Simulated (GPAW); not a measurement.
## TiBr2 monolayer: cost and accuracy of the Hubbard U

Two starts of TiBr2 monolayer are run at each rung of the Hubbard U. What moves?

Main program and level: GPAW 26.7.0; LDA with several values of U; plane waves with GPAW's PAW setups, scalar-relativistic.

Report form: inputs, costs, results and the conclusion, without the logs.

The database entry behind the starting cell has ideal inner coordinates that were not refined, so it need not match the best structure at room temperature.

### 1. The starting structure

The cell holds 3 atoms: 1 Ti and 2 Br. Cell: a = 3.629 Å, b = 3.629 Å, c = 18.246 Å, α = 90.0°, β = 90.0°, γ = 120.0°. It derives from TiBr2. one layer cut from the bulk crystal, unrelaxed, 15 A of vacuum. Vacuum lies along c.

### 2. Rung 1 (no U), start ferro +

Each rung takes a larger U, to see how far the results hang on a number that is chosen.

order1.py reads:

```python
import json
import numpy as np
from ase import Atoms
from ase.parallel import paropen, parprint
from gpaw import GPAW

atoms = Atoms(['Ti', 'Br', 'Br'],
    cell=[[3.629, 0.0, 0.0],
         [-1.8145, 3.142806, 0.0],
         [0.0, 0.0, 18.246]],
    scaled_positions=[[0.0, 0.0, 0.5],
         [0.666667, 0.333333, 0.588951],
         [0.333333, 0.666667, 0.411049]],
    pbc=True,
    magmoms=[1.0, 0.0, 0.0])
atoms.calc = GPAW(mode={'name': 'pw', 'ecut': 550},
    xc='LDA',
    kpts={'size': (8, 8, 1), 'gamma': True},
    occupations={'name': 'fermi-dirac', 'width': 0.02},
    convergence={'density': 1e-05, 'energy': 1e-05},
    maxiter=200,
    symmetry={'tolerance': 1e-4},
    txt='order1.txt')
e = atoms.get_potential_energy(force_consistent=True)
res = {'free_energy': e, 'energy_sigma0': atoms.get_potential_energy(), 'fermi_energy': atoms.calc.get_fermi_level()}
res['moments'] = atoms.get_magnetic_moments().tolist()
res['total'] = atoms.get_magnetic_moment()
parprint('site moments (muB):', np.round(res['moments'], 3))
parprint(f"total moment: {res['total']:.3f} muB")
parprint(f'free energy: {e:.6f} eV')
atoms.calc.write('order1.gpw')
with paropen('results.json', 'w') as f:
    json.dump(res, f)
```

On the command line:

```bash
OMP_NUM_THREADS=1 mpirun -n 2 gpaw python order1.py > order1.log
```

The job ended after 14 s (2 MPI ranks of Intel Xeon 6975P-C (Granite Rapids), shared host; peak memory 0.55 GiB; 29 s of CPU time).

Spin moment in the augmentation sphere by atom:

```
atom  spin moment in the augmentation sphere (μB)
 Ti1                                        0.553
 Br2                                        0.002
 Br3                                        0.002
```

Numbers from this step:

| Property | Result |
| --- | --- |
| magnetization | 0.7949 μB |
| final state | ferromagnetic |

After 13 cycles the largest moment stands at 0.553 μB.

### 3. Rung 1 (no U), start antiferro q=(0,1/2,0) +-

The second start gives the energy difference between the two end states, the quantity that is followed up the ladder. Its q is in fractions of the reciprocal vectors of the first run's cell.

order2.py reads:

```python
import json
import numpy as np
from ase import Atoms
from ase.parallel import paropen, parprint
from gpaw import GPAW

atoms = Atoms(['Ti', 'Ti', 'Br', 'Br', 'Br', 'Br'],
    cell=[[3.629, 0.0, 0.0],
         [-3.629, 6.285612, 0.0],
         [0.0, 0.0, 18.246]],
    scaled_positions=[[0.0, 0.0, 0.5],
         [0.0, 0.5, 0.5],
         [0.666667, 0.1666665, 0.588951],
         [0.666667, 0.6666665, 0.588951],
         [0.333333, 0.3333335, 0.411049],
         [0.333333, 0.8333335, 0.411049]],
    pbc=True,
    magmoms=[1.0, -1.0, 0.0, 0.0, 0.0, 0.0])
atoms.calc = GPAW(mode={'name': 'pw', 'ecut': 550},
    xc='LDA',
    kpts={'size': (8, 4, 1), 'gamma': True},
    occupations={'name': 'fermi-dirac', 'width': 0.02},
    convergence={'density': 1e-05, 'energy': 1e-05},
    maxiter=200,
    symmetry={'tolerance': 1e-4},
    txt='order2.txt')
e = atoms.get_potential_energy(force_consistent=True)
res = {'free_energy': e, 'energy_sigma0': atoms.get_potential_energy(), 'fermi_energy': atoms.calc.get_fermi_level()}
res['moments'] = atoms.get_magnetic_moments().tolist()
res['total'] = atoms.get_magnetic_moment()
parprint('site moments (muB):', np.round(res['moments'], 3))
parprint(f"total moment: {res['total']:.3f} muB")
parprint(f'free energy: {e:.6f} eV')
atoms.calc.write('order2.gpw')
with paropen('results.json', 'w') as f:
    json.dump(res, f)
```

On the command line:

```bash
OMP_NUM_THREADS=1 mpirun -n 2 gpaw python order2.py > order2.log
```

The job ended after 2.1 min (2 MPI ranks; peak memory 0.98 GiB; 4.1 min of CPU time).

Spin moment in the augmentation sphere by atom:

```
atom  spin moment in the augmentation sphere (μB)
 Ti1                                        0.970
 Ti2                                       -0.970
 Br3                                        0.003
 Br4                                       -0.003
 Br5                                       -0.003
 Br6                                        0.003
```

Numbers from this step:

| Property | Result |
| --- | --- |
| magnetization | 0 μB |
| final state | antiferromagnetic |

This start lies -11.3 meV a seeded atom from the first; its largest moment is 0.970 μB.

### 4. Rung 2 (U = 1.5 eV on Ti d), start ferro +

order1.py is the script of step 2 with these lines changed:

```diff
@@ -21,2 +21,3 @@
     maxiter=200,
+    setups={'Ti': ':d,1.5'},
     symmetry={'tolerance': 1e-4},
```

On the command line:

```bash
OMP_NUM_THREADS=1 mpirun -n 2 gpaw python order1.py > order1.log
```

The job ended after 3.2 min (2 MPI ranks; peak memory 0.57 GiB; 6 min of CPU time).

No converged result was reached; the numbers in the log don't describe the system.

A smaller mixing step or another start is the usual next try.

### 5. Rung 2 (U = 1.5 eV on Ti d), start antiferro q=(0,1/2,0) +-

order2.py is the script of step 3 with these lines changed:

```diff
@@ -24,2 +24,3 @@
     maxiter=200,
+    setups={'Ti': ':d,1.5'},
     symmetry={'tolerance': 1e-4},
```

On the command line:

```bash
OMP_NUM_THREADS=1 mpirun -n 2 gpaw python order2.py > order2.log
```

Run time: 2.3 min. Hardware: 2 MPI ranks; peak memory 1 GiB; 4.6 min of CPU time.

Read from the output:

| Quantity | Value |
| --- | --- |
| magnetization | 0 μB |
| final state | antiferromagnetic |
| largest moment | 1.293 μB |

The largest moment moves by +0.32 μB from rung 1, at 1.1 times its CPU time.

### 6. Rung 3 (U = 3 eV on Ti d), start ferro +

order1.py is the script of step 4 with these lines changed:

```diff
@@ -21,3 +21,3 @@
     maxiter=200,
-    setups={'Ti': ':d,1.5'},
+    setups={'Ti': ':d,3.0'},
     symmetry={'tolerance': 1e-4},
```

On the command line:

```bash
OMP_NUM_THREADS=1 mpirun -n 2 gpaw python order1.py > order1.log
```

Wall time 20 s (2 MPI ranks); peak memory 0.55 GiB.

Numbers from this step:

```
magnetization  : 2 μB
final state    : ferromagnetic
largest moment : 1.481 μB
```

The largest moment moves by +0.93 μB from rung 1, at 1.4 times its CPU time.

### 7. Rung 3 (U = 3 eV on Ti d), start antiferro q=(0,1/2,0) +-

order2.py is the script of step 5 with these lines changed:

```diff
@@ -24,3 +24,3 @@
     maxiter=200,
-    setups={'Ti': ':d,1.5'},
+    setups={'Ti': ':d,3.0'},
     symmetry={'tolerance': 1e-4},
```

On the command line:

```bash
OMP_NUM_THREADS=1 mpirun -n 2 gpaw python order2.py > order2.log
```

Elapsed: 3.2 min, on 2 MPI ranks; peak memory 1 GiB.

This step gave:

| Item | Value |
| --- | --- |
| magnetization | 0 μB |
| final state | antiferromagnetic |
| largest moment | 1.440 μB |

This start lies +10.2 meV a seeded atom from the first, a change of +21.5 meV since rung 1; its largest moment is 1.44 μB.

### 8. Rung 4 (U = 4.5 eV on Ti d), start ferro +

order1.py is the script of step 6 with these lines changed:

```diff
@@ -21,3 +21,3 @@
     maxiter=200,
-    setups={'Ti': ':d,3.0'},
+    setups={'Ti': ':d,4.5'},
     symmetry={'tolerance': 1e-4},
```

On the command line:

```bash
OMP_NUM_THREADS=1 mpirun -n 2 gpaw python order1.py > order1.log
```

Wall time 19 s (2 MPI ranks); peak memory 0.55 GiB; 37 s of CPU time.

Numbers from this step:

| Item | Value |
| --- | --- |
| magnetization | 2 μB |
| final state | ferromagnetic |
| largest moment | 1.539 μB |

The largest moment moves by +0.06 μB from rung 3, at 0.92 times its CPU time.

### 9. Rung 4 (U = 4.5 eV on Ti d), start antiferro q=(0,1/2,0) +-

order2.py is the script of step 7 with these lines changed:

```diff
@@ -24,3 +24,3 @@
     maxiter=200,
-    setups={'Ti': ':d,3.0'},
+    setups={'Ti': ':d,4.5'},
     symmetry={'tolerance': 1e-4},
```

On the command line:

```bash
OMP_NUM_THREADS=1 mpirun -n 2 gpaw python order2.py > order2.log
```

Elapsed: 5.3 min, on 2 MPI ranks; peak memory 1 GiB; 11 min of CPU time.

This step gave:

| Quantity | Value |
| --- | --- |
| magnetization | 0 μB |
| final state | antiferromagnetic |
| largest moment | 1.516 μB |

This start lies +29.9 meV a seeded atom from the first, a change of +19.7 meV since rung 3; its largest moment is 1.52 μB.

### 10. Rung 5 (U = 6 eV on Ti d), start ferro +

order1.py is the script of step 8 with these lines changed:

```diff
@@ -21,3 +21,3 @@
     maxiter=200,
-    setups={'Ti': ':d,4.5'},
+    setups={'Ti': ':d,6.0'},
     symmetry={'tolerance': 1e-4},
```

On the command line:

```bash
OMP_NUM_THREADS=1 mpirun -n 2 gpaw python order1.py > order1.log
```

It took 19 s on 2 MPI ranks; peak memory 0.55 GiB.

Read from the output:

```yaml
magnetization: 2 μB
final_state: ferromagnetic
largest_moment: 1.590 μB
```

The largest moment moves by +0.05 μB from rung 4, at 1.0 times its CPU time.

### 11. Rung 5 (U = 6 eV on Ti d), start antiferro q=(0,1/2,0) +-

order2.py is the script of step 9 with these lines changed:

```diff
@@ -24,3 +24,3 @@
     maxiter=200,
-    setups={'Ti': ':d,4.5'},
+    setups={'Ti': ':d,6.0'},
     symmetry={'tolerance': 1e-4},
```

On the command line:

```bash
OMP_NUM_THREADS=1 mpirun -n 2 gpaw python order2.py > order2.log
```

It took 20 min on 2 MPI ranks; peak memory 1.1 GiB; 41 min of CPU time.

No converged result was reached; the numbers in the log don't describe the system.

A smaller mixing step or another start is the usual next try.

### 12. Rung 6 (U = 7.5 eV on Ti d), start ferro +

order1.py is the script of step 10 with these lines changed:

```diff
@@ -21,3 +21,3 @@
     maxiter=200,
-    setups={'Ti': ':d,6.0'},
+    setups={'Ti': ':d,7.5'},
     symmetry={'tolerance': 1e-4},
```

On the command line:

```bash
OMP_NUM_THREADS=1 mpirun -n 2 gpaw python order1.py > order1.log
```

Wall time 19 s (2 MPI ranks); peak memory 0.55 GiB; 38 s of CPU time.

Read from the output:

- magnetization: 2 μB
- final state: ferromagnetic
- largest moment: 1.636 μB

The largest moment moves by +0.05 μB from rung 5, at 1.0 times its CPU time.

### 13. Rung 6 (U = 7.5 eV on Ti d), start antiferro q=(0,1/2,0) +-

order2.py is the script of step 11 with these lines changed:

```diff
@@ -24,3 +24,3 @@
     maxiter=200,
-    setups={'Ti': ':d,6.0'},
+    setups={'Ti': ':d,7.5'},
     symmetry={'tolerance': 1e-4},
```

On the command line:

```bash
OMP_NUM_THREADS=1 mpirun -n 2 gpaw python order2.py > order2.log
```

The job ended after 18 min (2 MPI ranks; peak memory 1 GiB).

The run was cut off at its time limit.

It was cut off while still iterating. More time helps where the residual falls; where it has stalled, the mixing must change.

### 14. The rungs together

Ladder, by row:

```
rung           U  state from the first start  state from the second start  second less first (meV a seeded atom)  moment, first (μB)  moment, second (μB)  CPU time (s)
   1        none               ferromagnetic            antiferromagnetic                                 -11.31              0.5527               0.9701         275.6
   3  Ti: d, 3.0               ferromagnetic            antiferromagnetic                                  10.19               1.481                 1.44         428.3
   4  Ti: d, 4.5               ferromagnetic            antiferromagnetic                                   29.9               1.539                1.516         668.8
```

### 15. Results

* range of the moment in the table, first start: 0.553 to 1.54 μB
* range of CPU time: 4.6 min to 11 min
* range of the energy difference: -11.3 to 29.9 meV a seeded atom

**Reading.** From the smallest U to the largest the moment goes from 0.553 to 1.54 μB and the energy difference from -11.3 to 29.9 meV a seeded atom. The sign of the difference changes along the ladder, so the order that comes out lowest hangs on the rung. Rungs 2, 5 and 6 gave no pair of finished runs and are missing from the table.

[Long decimals in the printed logs are rounded to 6 places.]

[Logs and program files are shortened in this print: banners, set-up blocks, solver, clock and traceback lines can be left out without a mark of their own.]

[Logs are printed without paths, hosts, clocks, repeated set-up lines and the standing remarks that a program may print on its own settings, such as how far it seeks lower states.]

[Hosts, paths, dates, database ids (printed as entryN), source tags and the programs' standing remarks are cut or masked in the printed files.]

[Where the starting crystal was built by hand or by swapping elements, it need not be the compound's stable phase.]

[Where a cell is said to come from a database of computed structures, the database is the Materials Project.]

[Runs that the program refused, that were killed for memory or that had too few empty states are not shown or counted.]

[Lattice constants of own cells that a recipe calls measured were typed without a cited source.]
